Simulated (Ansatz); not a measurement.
# Quasiparticle gap of Si3N4 (P6_3/m)

Wanted: the gap of Si3N4 (P6_3/m) with a many-body correction, and the time that it takes.

Calculated with Ansatz 0.2.0; PBE, then G0W0 on it, plane waves, PAW.

## (1) The starting structure

It takes space group P6_3/m (No. 176, hexagonal). The conventional cell has a = 7.604 Å, b = 7.604 Å, c = 2.906 Å, α = 90.00°, β = 90.00°, γ = 120.00°. Nearest to Si lie 4 N at 1.73 to 1.74 Å. Nearest to N lie 3 Si at 1.74 Å. Nearest to N lie 3 Si at 1.73 Å. Farther neighbours and most contacts between anions are not listed.

Structure file:

```xyz
14
Lattice="7.6044 0.0000 0.0000 -3.8022 6.5856 0.0000 0.0000 0.0000 2.9063" Properties=species:S:1:pos:R:3 pbc="T T T"
Si    5.1801    1.1496    0.7266
Si    1.5945    5.0609    2.1797
Si    4.0188    3.9113    0.7266
Si   -1.3779    5.4360    2.1797
Si    2.2077    1.5247    0.7266
Si   -0.2166    2.6743    2.1797
N    -1.0237    2.1748    0.7266
N     5.2091    0.2009    2.1797
N     2.4306    4.6116    0.7266
N     4.8259    4.4108    2.1797
N    -1.4069    6.3847    0.7266
N     1.3716    1.9740    2.1797
N     3.8022    2.1952    0.7266
N     0.0000    4.3904    2.1797
```

The cell and positions come from the Crystallography Open Database and are kept as given unless a step says otherwise.

## (2) Bands along the symmetry lines

Levels along a band path and on the mesh show where this functional puts the band edges.

This step: DFT, PBE, plane waves, PAW; PAW set soft_1.

Input file input.yaml:

```yaml
crystal:
  lattice:
    - [7.6044, 0.0, 0.0]
    - [-3.8022, 6.5856035805, 0.0]
    - [0.0, 0.0, 2.9063]
  atoms:
    - { symbol: Si, position: [0.768477, 0.174557, 0.25] }
    - { symbol: Si, position: [0.59392, 0.768477, 0.75] }
    - { symbol: Si, position: [0.825443, 0.59392, 0.25] }
    - { symbol: Si, position: [0.231523, 0.825443, 0.75] }
    - { symbol: Si, position: [0.40608, 0.231523, 0.25] }
    - { symbol: Si, position: [0.174557, 0.40608, 0.75] }
    - { symbol: "N", position: [0.0305, 0.33024, 0.25] }
    - { symbol: "N", position: [0.70026, 0.0305, 0.75] }
    - { symbol: "N", position: [0.66976, 0.70026, 0.25] }
    - { symbol: "N", position: [0.9695, 0.66976, 0.75] }
    - { symbol: "N", position: [0.29974, 0.9695, 0.25] }
    - { symbol: "N", position: [0.33024, 0.29974, 0.75] }
    - { symbol: "N", position: [0.6666666667, 0.3333333333, 0.25] }
    - { symbol: "N", position: [0.3333333333, 0.6666666667, 0.75] }
kpoints:
  mp_grid: { grid: [6, 6, 8] }
  band_path:
    path:
      - [[0.0, 0.0, 0.0], [0.5, 0.0, 0.0], [0.33333333, 0.33333333, 0.0], [0.0, 0.0, 0.0], [0.0, 0.0, 0.5], [0.5, 0.0, 0.5], [0.33333333, 0.33333333, 0.5], [0.0, 0.0, 0.5]]
      - [[0.5, 0.0, 0.5], [0.5, 0.0, 0.0]]
      - [[0.33333333, 0.33333333, 0.5], [0.33333333, 0.33333333, 0.0]]
    npoints: 10
hamiltonian:
  xc: pbe
  pseudopotentials: { kind: paw, azcp: { folder: soft_1 } }
scf:
  occupations: { method: fermi_dirac, width: 0.02 }
  n_extra_bands: 8
output:
  eigenvalues: true
  forces: true
  stress: true
  write_density: true
  write_potential: true
  elf: true
  volumetric_format: npy
```

The run is started by

```sh
$ ansatz run input.yaml --threads 2 --pin off --max-ram 73728MiB --backend cuda --events-out ev --progress --plain --runs-dir out --devices 1 --max-vram 13GiB
```

Numbers of over 12 decimals in the logs are rounded to 6 here.

Output:

```text
scf.n_extra_bands = 8 over 32 filled bands (N_el = 64.0): the run solves 40 bands
GPUs: using 1 of 1 available (devices: 1).
Engine: ansatz 0.2.0, x86_64-unknown-linux-gnu
Pseudopotentials: kind: paw
Pseudopotential: Si, paw, valence charge 4, recommended cutoff 420 eV (normal), soft_1/Si.paw.azcp
Pseudopotential: N, paw, valence charge 5, recommended cutoff 420 eV (normal), soft_1/N.paw.azcp
Functional definition: PBE
  parameter kappa = 0.804
  parameter beta = 0.066725
  exchange = pbe_x(kappa = kappa, mu = beta*pi^2/3)
  correlation = pbe_c(beta = beta)
device memory: the entry about to start is reckoned to put 3.8 GiB on a device that reports 78.5 GiB free (of which the cap on the GPU budget leaves the run 13.0 GiB)
GPU FFT provider: cuFFT
GPU libraries: cuBLAS 13.8.2, cuFFT 12.4.0, cuSOLVER 12.3.4
Crystal: 14 atoms, lattice volume = 145.546 Å³
Basis set: ecut = 420 eV, 2823 PW (Γ), exchange–correlation on 108×108×40 points (8 copies of the dense FFT grid, shifted against one another)
Bands: 40, of which v1, the nominal top of the filled ones, is band 32 counted from 1 (31 counted from 0)
Symmetry: 12 space group operations
Space group: P63/m (ITA 176), of the structure as read, at distance tolerance 5.3e-5 Å
k-points: 40 of 288
Non-local potential: Si, projectors of the file, l = 0: 2, l = 1: 2, l = 2: 1
Non-local potential: N, projectors of the file, l = 0: 2, l = 1: 2, l = 2: 1
PAW form: soft (Blöchl's): semilocal exchange-correlation on the pseudo side does not see the compensation charge
PAW one-centre angular grid: Si, 110 points (default); XC on 64 Gauss nodes
PAW one-centre angular grid: N, 110 points (default); XC on 64 Gauss nodes
Initial density: superposition of atomic densities (chi_scale 0.1, normalization cell, long waves kept (reshape's long-wave potential 0.02 eV rms))
Initial wavefunctions: pseudopotential atomic-orbital guess
GPU buffer pool allocated for 58320 grid points (all kernels)
GPU transforms: local potential and band sums: pruned to the plane-wave sphere, on 54×54×20
Functional: x = pbe(κ = 0.804, μ = 0.219515), c = pbe(β = 0.066725)
SCF iter   1: F=—  HF=-6913.319779 eV  |F-HF|=—  |Δ(HF+E_count)|=         —  Δρ=1.57e-1  dr2=3.72e1  ethr=3.10e-3  ⟨swp⟩=9.6  Hψ=8612  notcnv=0
preconditioner: auto → Resta (q_TF=auto, 2.379 Å⁻¹)  ε∞=3.8  [insulator: Δε(μ)=6.028 eV  Ē_g=14.665 eV  σ=0.020 eV  W_gap=1.00  n_scr=32 (ndim 8)  ℏωp=24.6 eV  f_vac=0.009  D(μ)=0.00/eV (n_scr^D=0)  ε∞_Penn≈3.8]
SCF iter   2: F=—  HF=-6902.067466 eV  |F-HF|=—  |Δ(HF+E_count)|=    1.13e1  Δρ=4.98e-2  dr2=2.20e0  ethr=3.10e-3  ⟨swp⟩=3.8  Hψ=4731  notcnv=0  defer=80
SCF iter   3: F=—  HF=-6901.781375 eV  |F-HF|=—  |Δ(HF+E_count)|=   2.86e-1  Δρ=2.49e-2  dr2=5.08e-1  ethr=3.10e-3  ⟨swp⟩=2.0  Hψ=2069  notcnv=0  defer=80
SCF iter   4: F=—  HF=-6901.765116 eV  |F-HF|=—  |Δ(HF+E_count)|=   1.63e-2  Δρ=2.23e-3  dr2=9.47e-3  ethr=7.94e-4  ⟨swp⟩=2.5  Hψ=1783  notcnv=0  defer=80
SCF iter   5: F=—  HF=-6901.773254 eV  |F-HF|=—  |Δ(HF+E_count)|=   8.14e-3  Δρ=1.53e-3  dr2=3.46e-3  ethr=1.48e-5  ⟨swp⟩=3.5  Hψ=3414  notcnv=0  defer=80
SCF iter   6: F=—  HF=-6901.773255 eV  |F-HF|=—  |Δ(HF+E_count)|=   1.41e-6  Δρ=4.38e-4  dr2=3.28e-4  ethr=5.41e-6  ⟨swp⟩=2.4  Hψ=2856  notcnv=0  defer=80
SCF iter   7: F=—  HF=-6901.773445 eV  |F-HF|=—  |Δ(HF+E_count)|=   1.90e-4  Δρ=9.59e-5  dr2=2.09e-5  ethr=5.13e-7  ⟨swp⟩=2.0  Hψ=2871  notcnv=0  defer=80
SCF iter   8: F=—  HF=-6901.773300 eV  |F-HF|=—  |Δ(HF+E_count)|=   1.46e-4  Δρ=2.33e-5  dr2=9.34e-7  ethr=3.27e-8  ⟨swp⟩=2.0  Hψ=2934  notcnv=0  defer=80
SCF iter   9: F=-6901.773302 eV  HF=-6901.773302 eV  |F-HF|=3.06e-8  |Δ(HF+E_count)|=   2.19e-6  Δρ=3.32e-6  dr2=1.44e-8  ethr=1.56e-10  ⟨swp⟩=21.2  Hψ=15499  notcnv=0
SCF 1 converged in 9 iterations: F = -6901.773302 eV  dr2 = 1.44e-8
  greatest PAW one-centre occupation: 0.794 electrons in one spin orbital (limit 2), on the N atom at site 13 (counted from 0), in its partial waves of l = 0
device memory: the entry about to start is reckoned to put 1.6 GiB on a device that reports 68.3 GiB free (of which the cap on the GPU budget leaves the run 13.0 GiB)
NSCF: frozen V_eff on 93 k-points
SCF converged after 9 iterations
Free energy (F): -6901.773302 eV
Harris-Foulkes:  -6901.773302 eV  (|F-HF|=3.06e-8)
Internal energy: -6901.773302 eV  (E = F + TS)
E sigma→0 (E₀):  -6901.773302 eV
Fermi energy:    10.455246 eV
--- Per-component energies (eV) ---
  E_band       = 63.664656
  E_kinetic    = 1336.089886
  E_local      = -2029.849319  (includes V_loc(G=0)·N_el)
  E_nonlocal   = 405.761607
  E_hartree    = 718.923536
  E_xc         = -828.786198
  E_vxc        = -908.741552  (∫ρ·V_xc dr)
  E_paw        = -4098.967889  (= ΣΔE_a)
  E_vpaw       = -177.450926  (= ΣTr[D̂ρ^β])
  E_aug_tail   = 0.007443  (compensation charges beyond the density's cutoff)
  E_ewald      = -2404.952369
  E_smearing   = -0.000000  (= −TS)
  E_closure    = -0.000000  (closes the sum)
  Σ components = -6901.773302   (vs F -6901.773302, Δ=0.00e0)
--- Forces (eV/Å), atoms counted from 1 ---
  atom   1  Si    -0.02579105     0.00371796    -0.00000000
  atom   2  Si    -0.01611537    -0.02047672     0.00000000
  atom   3  Si     0.00967568    -0.02419468     0.00000000
  atom   4  Si     0.02579105    -0.00371796     0.00000000
  atom   5  Si     0.01611537     0.02047672    -0.00000000
  atom   6  Si    -0.00967568     0.02419468    -0.00000000
  atom   7  N     -0.01913362    -0.04170167     0.00000000
  atom   8  N      0.02654789    -0.03742103     0.00000000
  atom   9  N      0.04568151     0.00428063     0.00000000
  atom  10  N      0.01913362     0.04170167    -0.00000000
  atom  11  N     -0.02654789     0.03742103    -0.00000000
  atom  12  N     -0.04568151    -0.00428063    -0.00000000
  atom  13  N      0.00000000    -0.00000000    -0.00000000
  atom  14  N     -0.00000000     0.00000000     0.00000000
  max |Σ_I F_I| component: 6.07e-18 eV/Å
--- Stress (GPa, compression-positive) ---
        5.495584       0.000002       0.000000
       -0.000002       5.495584       0.000000
        0.000000       0.000000       5.618006
  P = ⅓ Tr σ = 5.5364 GPa (55.364 kbar)
--- Band table (eV; the first three rows and the last of 40) ---
  k-point 0: bands = [... 28 lower, 7.0062, 7.8339, 7.8925, 8.0987, 12.6201, 13.0358, 13.1907, 13.1907, ... 4 higher]
  k-point 1: bands = [... 28 lower, 7.0359, 7.2088, 7.3952, 8.2785, 13.6569, 13.7512, 14.0454, 14.0454, ... 4 higher]
  k-point 2: bands = [... 28 lower, 6.7145, 6.9681, 6.9681, 8.2227, 13.9975, 13.9975, 14.8643, 15.0379, ... 4 higher]
  k-point 39: bands = [... 28 lower, 6.8861, 6.8861, 7.1763, 7.1763, 13.3283, 13.3283, 14.1445, 14.1445, ... 4 higher]
```

The job ended after 11 s (1 × NVIDIA H100 80GB HBM3 (shared by 6 runs) with 2 threads of AMD EPYC 7R13 (Zen 3), shared host; peak memory 0.99 GiB; 4.6 s of CPU time).

Reading the cycles: dr2 is the Hartree energy of the density residual (eV), the measure of convergence; HF is the Harris–Foulkes estimate of the energy, which meets the free energy F at convergence.

Numbers from this step:

* pressure: 5.536 GPa
* filled bands: 32
* gap: 4.327 eV
* valence top at: k = (0.000, 0.000, 0.150)
* conduction bottom at: Γ
* least direct gap: 4.521 eV

Over mesh and path the gap is 4.327 eV, from k = (0.000, 0.000, 0.150) to k = Γ. The least direct gap found is 4.521 eV, at k = Γ. On the 6×6×8 mesh alone the same run gives 4.342 eV, so that mesh misses an edge of PBE: 4.342 − 4.327 = +0.015 eV. The pressure in this cell is 6 GPa; the cell is kept.

Electronic bands along the path, in eV, zero at the top of the highest nominally filled band:

```csv
point,band 29,band 30,band 31,band 32,band 33,band 34,band 35,band 36
Γ,-1.29,-0.46,-0.40,-0.19,4.33,4.74,4.90,4.90
halfway,-1.34,-0.57,-0.40,-0.21,4.47,4.77,4.93,5.05
M,-1.36,-0.78,-0.33,-0.25,4.62,4.72,4.88,5.29
halfway,-1.36,-0.89,-0.31,-0.26,4.68,4.76,4.88,5.37
K,-1.15,-1.15,-0.28,-0.28,4.70,4.85,4.85,5.57
halfway,-1.41,-0.63,-0.39,-0.22,4.51,4.83,4.84,5.13
Γ,-1.29,-0.46,-0.40,-0.19,4.33,4.74,4.90,4.90
halfway,-1.58,-1.32,-1.32,-0.07,5.70,5.70,6.57,6.74
A,-1.63,-1.63,-1.34,-1.34,4.72,4.72,4.72,4.72
halfway,-1.58,-1.58,-1.16,-1.16,4.76,4.76,5.15,5.15
L,-1.51,-1.51,-1.05,-1.05,4.80,4.80,5.86,5.86
halfway,-1.46,-1.46,-1.08,-1.08,4.90,4.90,5.90,5.90
H,-1.41,-1.41,-1.12,-1.12,5.04,5.04,5.85,5.85
halfway,-1.56,-1.56,-1.14,-1.14,4.79,4.79,5.25,5.25
A,-1.63,-1.63,-1.34,-1.34,4.72,4.72,4.72,4.72
jump to L,-1.51,-1.51,-1.05,-1.05,4.80,4.80,5.86,5.86
halfway,-1.49,-1.32,-0.96,-0.61,5.33,5.43,6.13,6.30
M,-1.36,-0.78,-0.33,-0.25,4.62,4.72,4.88,5.29
jump to H,-1.41,-1.41,-1.12,-1.12,5.04,5.04,5.85,5.85
halfway,-1.64,-1.31,-0.86,-0.86,5.29,5.71,5.71,6.39
K,-1.15,-1.15,-0.28,-0.28,4.70,4.85,4.85,5.57
```

Valence density in the ab plane at fractional z = 0.250, with atoms of Si and N within 0.2 Å of it. It is the smooth field of the valence electrons, not physical close to the nuclei.

Ten even steps from '_' (0.0 e/Å³) to '@' (3.5 e/Å³), each cell a mean:
```
________--%%@@%%::________________________
______..--####==..________________________
______..::--::..__________________________
________....________________..::..________
________________________..--****--..______
________________________::##@@%%--..______
______________________..==@@@@**::..______
______________________..==##++--..________
______________________..::::::..__________
____________________________....__________
____________________________..::::..______
..::::..__________________..--==::..______
++##++::________________..==####--..____..
@@@@++..______________..==%%@@##::..__..++
@@##--______________..::**@@@@++::....--##
++::________________..::==++==::..__..--++
..__________________......::....____..::::
______________......______________________
____________..::::..______________________
__________..==++--..______________________
________..==@@@@==..______________________
```
Columns run along a (7.6 Å), rows up along b (7.6 Å). Atoms in or near the plane, at fractional coordinates: Si at (0.77, 0.17), Si at (0.83, 0.59), Si at (0.41, 0.23), N at (0.03, 0.33), N at (0.67, 0.70), N at (0.30, 0.97), N at (0.67, 0.33).

ELF in the ab plane at fractional z = 0.250, with atoms of Si and N within 0.2 Å of it. It is the smooth field of the valence electrons, not physical close to the nuclei.

Ten even steps from '_' (0.00) to '@' (0.88), each cell a mean:
```
____--##@@**..**@@**..____..______________
____--##%%****%%##::____________......____
____::**%%%%##**::________..::==++++--..__
____..==****==..________::==##%%%%##==..__
______..::..__________..++%%##%%@@%%==....
..____________________==##**::**@@##--::::
..__________________..**%%==--%%@@++..::::
..__________________--##@@%%@@@@**--::::::
____________________--##@@%%%%**::--::::::
__......____________::==++====------......
--****==::____________....::++%%%%**::____
%%@@%%##==..____________::++%%@@@@**::..==
%%##%%##==..____......--**##**##%%++..--%%
--::####::____::::::--##@@++..**%%==--##%%
--**%%==..__..::::..++@@@@==++@@%%--**@@%%
%%%%**..__..::::----**@@%%%%@@@@==--%%@@@@
%%**::____..::..--::==****%%%%==----##@@@@
++::____..::--==++==::::--==::::--::==****
..______::++%%@@@@**::__..::..::....::::::
______..++%%@@@@@@##--__..::::::::..______
____..++%%@@++**@@##::__..::::::..________
```
Columns run along a (7.6 Å), rows up along b (7.6 Å). Atoms in or near the plane, at fractional coordinates: Si at (0.77, 0.17), Si at (0.83, 0.59), Si at (0.41, 0.23), N at (0.03, 0.33), N at (0.67, 0.70), N at (0.30, 0.97), N at (0.67, 0.33).

(Part 1 of 2 ends here.)

[Paths, hosts, dates, memory and timing lines, banners, echoed tables and standing remarks are left out of the program output.]

[Logs are printed without paths, hosts, clocks, repeated set-up lines and the standing remarks that a program may print on its own settings, such as how far it seeks lower states.]

[Runs of the session that timed out or met a known fault of the program may be left out.]

[Cells called generated may have been cut or substituted from an entry of the Crystallography Open Database or the Materials Project.]

[Hosts, paths, dates, database ids (printed as entryN), source tags and the programs' standing remarks are cut or masked in the printed files.]

[Where an RPA ε∞ is given, it is that of the G0W0 mesh and is not shown converged in it. Names of k-points follow the symmetry that the program found, which can be lower than the space group named. Band edges on a path are those of the sampled points; other points can move an edge, and change direct to indirect where valleys lie close.]

[Hybrid gaps are those of their k-mesh and are not shown converged in it.]
